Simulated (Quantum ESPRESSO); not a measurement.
# PbF2 (Fluorocronite): a worked LO-TO splitting

Wanted: the LO mode of PbF2 (Fluorocronite) from the TO mode and the field response.

Main program and level: Quantum ESPRESSO 7.5; DFT LDA, scalar-relativistic, plane waves, PseudoDojo norm-conserving pseudopotentials.

The database entry behind the starting cell differs from later determinations by our own check (0.1 to 0.3 % short, probably kX units), so it need not match the best structure at ambient conditions.

### Step 1. Set-up

It takes space group Fm-3m (No. 225, cubic). Conventional cell: a = 5.811 Å, b = 5.811 Å, c = 5.811 Å, α = 90.00°, β = 90.00°, γ = 90.00°. Nearest to Pb lie 8 F at 2.52 Å. F has 4 Pb at 2.52 Å nearest. Farther neighbours and most contacts between anions are not listed.

As a file:

```
CELL_PARAMETERS angstrom
-2.90553 0.00000 2.90553
0.00000 2.90553 2.90553
-2.90553 2.90553 0.00000
ATOMIC_POSITIONS crystal
Pb 0.00000 0.00000 0.00000
F 0.75000 0.75000 0.75000
F 0.25000 0.25000 0.25000
```

This is the cell after its relaxation at this level of theory, not the database cell from which that began.

### Step 2. What the response run gave

A linear-response run on the relaxed cell, with the response to an electric field; only its zone-centre results are used. Cutoff 84 Ry, k mesh 8×8×8.

What it wrote:

```text
[banners, grids, parts of the stress and lines that vanish by symmetry left out]
Program PHONON v.7.5
     Reading xml data from directory:

[...]
Exchange-correlation= PW
                           (   1   4   0   0   0   0   0)
[...]
kinetic-energy cut-off    =      84.0000  Ry
     charge density cut-off    =     336.0000  Ry
     convergence threshold     =      1.0E-18
[...]
Exchange-correlation= PW
                           (   1   4   0   0   0   0   0)
[...]
q = (   0.0000000   0.0000000   0.0000000 )
     49 Sym.Ops. (with q -> -q+G )
     G cutoff = 1026.3313  (  34333 G-vectors)     FFT grid: ( 45, 45, 45)
     number of k points=    29
[...]
Mode symmetry, O_h (m-3m)  point group:
[...]
Dielectric constant
[...]
End of electric fields calculation
          Dielectric constant in cartesian axis
          (       3.444144047       0.000000000       0.000000000 )
          (       0.000000000       3.444144047      -0.000000000 )
          (       0.000000000      -0.000000000       3.444144047 )
          Effective charges (d Force / dE) in cartesian axis without acoustic sum rule applied (asr)
           atom    1  Pb    Mean Z*:        3.22652
      Ex  (        3.22652       -0.00000        0.00000 )
      Ey  (        0.00000        3.22652        0.00000 )
      Ez  (        0.00000       -0.00000        3.22652 )
           atom    2  F     Mean Z*:       -1.61300
      Ex  (       -1.61300       -0.00000       -0.00000 )
      Ey  (       -0.00000       -1.61300        0.00000 )
      Ez  (       -0.00000        0.00000       -1.61300 )
           atom    3  F     Mean Z*:       -1.61300
      Ex  (       -1.61300       -0.00000       -0.00000 )
      Ey  (       -0.00000       -1.61300        0.00000 )
      Ez  (       -0.00000        0.00000       -1.61300 )
          Effective charges Sum: Mean:        0.00051
[...]
Effective charges (d Force / dE) in cartesian axis with asr applied:
           atom    1  Pb    Mean Z*:        3.22635
[...]
atom    2  F     Mean Z*:       -1.61317
[...]
atom    3  F     Mean Z*:       -1.61317
[...]
Representation #   1 modes #   1   2   3
[...]
End of self-consistent calculation
     Convergence has been achieved
     Representation #   2 modes #   4   5   6
[...]
End of self-consistent calculation
     Convergence has been achieved
     Representation #   3 modes #   7   8   9
[...]
End of self-consistent calculation
     Convergence has been achieved
[...]
Dielectric constant in cartesian axis
          (       3.444144047       0.000000000       0.000000000 )
          (       0.000000000       3.444144047      -0.000000000 )
          (       0.000000000      -0.000000000       3.444144047 )
          Effective charges (d Force / dE) in cartesian axis without acoustic sum rule applied (asr)
           atom    1  Pb    Mean Z*:        3.22652
      Ex  (        3.22652       -0.00000        0.00000 )
      Ey  (        0.00000        3.22652        0.00000 )
      Ez  (        0.00000       -0.00000        3.22652 )
           atom    2  F     Mean Z*:       -1.61300
      Ex  (       -1.61300       -0.00000       -0.00000 )
      Ey  (       -0.00000       -1.61300        0.00000 )
      Ez  (       -0.00000        0.00000       -1.61300 )
           atom    3  F     Mean Z*:       -1.61300
      Ex  (       -1.61300       -0.00000       -0.00000 )
      Ey  (       -0.00000       -1.61300        0.00000 )
      Ez  (       -0.00000        0.00000       -1.61300 )
          Effective charges Sum: Mean:        0.00051
[...]
Effective charges (d Force / dE) in cartesian axis with asr applied:
           atom    1  Pb    Mean Z*:        3.22635
[...]
atom    2  F     Mean Z*:       -1.61317
[...]
atom    3  F     Mean Z*:       -1.61317
[...]
q = (    0.000000000   0.000000000   0.000000000 )
[...]
freq (    1) =      -0.021145 [THz] =      -0.705337 [cm-1]
     freq (    2) =      -0.021145 [THz] =      -0.705337 [cm-1]
     freq (    3) =      -0.021145 [THz] =      -0.705337 [cm-1]
     freq (    4) =       3.935763 [THz] =     131.282936 [cm-1]
     freq (    5) =       3.935763 [THz] =     131.282936 [cm-1]
     freq (    6) =       3.935763 [THz] =     131.282936 [cm-1]
     freq (    7) =       7.848642 [THz] =     261.802512 [cm-1]
     freq (    8) =       7.848642 [THz] =     261.802512 [cm-1]
     freq (    9) =       7.848642 [THz] =     261.802512 [cm-1]
[...]
Mode symmetry, O_h (m-3m)  point group:
     freq (   1-   3) =         -0.7  [cm-1]   --> T_1u G_15  G_4- I
     freq (   4-   6) =        131.3  [cm-1]   --> T_1u G_15  G_4- I
     freq (   7-   9) =        261.8  [cm-1]   --> T_2g G_25' G_5+ R

   JOB DONE.
```

```tsv
quantity	value
cell volume Ω (Å³)	49.058
mass of Pb (u)	207.200
mass of F (u)	18.998
Born charge of Pb, raw (e)	3.227
Born charge of F, raw (e)	-1.613
ε∞	3.444
ω(TO) after the sum rule (cm⁻¹)	131.3
```

### Step 3. The calculation

The charges must sum to zero over the cell; taking off their mean, 0.000 e, leaves Z* = 3.226 e on Pb. In the polar mode Pb moves against the two F, so the reduced mass is μ = 207.20 × 38.00 / 245.20 = 32.109 u.

A longitudinal wave builds up a field that adds to the restoring force: ω(LO)² = ω(TO)² + 4π Z*² / (μ Ω ε∞), in Hartree atomic units. With μ = 58530 electron masses and Ω = 331.06 bohr³ the second term is 1.9601e-06 Ha², or 94414 cm⁻² (1 Ha = 219474.6 cm⁻¹).

So ω(LO) = √(17234 + 94414) = 334.1 cm⁻¹, and by the Lyddane-Sachs-Teller relation ε₀ = ε∞ (ω(LO)/ω(TO))² = 22.31.

### Step 4. Check against the program

The analysis program adds the same non-analytic term to the full matrix, here for q along (1 0 0).

What it wrote:

```text
[banners, grids, parts of the stress and lines that vanish by symmetry left out]
[banner, memory and clock lines left out]
Program DYNMAT v.7.5

     Reading Dynamical Matrix from file g.dyn
     ...Force constants read
     ...epsilon and Z* read

     Polarizability (A^3 units)
     multiply by 0.551051 for Clausius-Mossotti correction
         9.541626    0.000000    0.000000
         0.000000    9.541626   -0.000000
         0.000000   -0.000000    9.541626

     IR activities are in (D/A)^2/amu units

# mode   [cm-1]    [THz]      IR
    1     -0.00   -0.0000    0.0000
    2     -0.00   -0.0000    0.0000
[...]
8    261.80    7.8486    0.0000
    9    334.14   10.0172    7.4794

[end of the log left out, with the tail of the file of modes that dynmat.x writes under the same name]
```

ε₀ comes from the program's run without a direction of q.

```tsv
quantity	by hand	program
ω(LO) (cm⁻¹)	334.1	334.1
ε₀	22.31	22.31
```

### Step 5. Results

- TO mode: 131.3 cm⁻¹
- LO mode: 334.1 cm⁻¹
- static dielectric constant: 22.31

**Reading.** The LO mode of PbF2 (Fluorocronite) lies at 334 cm⁻¹, 203 cm⁻¹ above the TO mode; the formula meets the program within 0.1 cm⁻¹, as it must for a cubic crystal with one polar mode. ω(LO)² − ω(TO)² goes with Z*²/ε∞: an error of 5 % in ε∞ would move the LO mode by 6.8 cm⁻¹, and semilocal functionals tend to overestimate ε∞. These are harmonic values at zero temperature, at the volume of this functional, for the structure held cubic; stability elsewhere in the zone is no part of this calculation.

[Host names and launcher messages were left out of these logs when they were recorded.]

[Logs are printed without paths, hosts, clocks, repeated set-up lines and the standing remarks that a program may print on its own settings, such as how far it seeks lower states.]

[Hosts, paths, dates, database ids (printed as entryN), source tags and the programs' standing remarks are cut or masked in the printed files.]
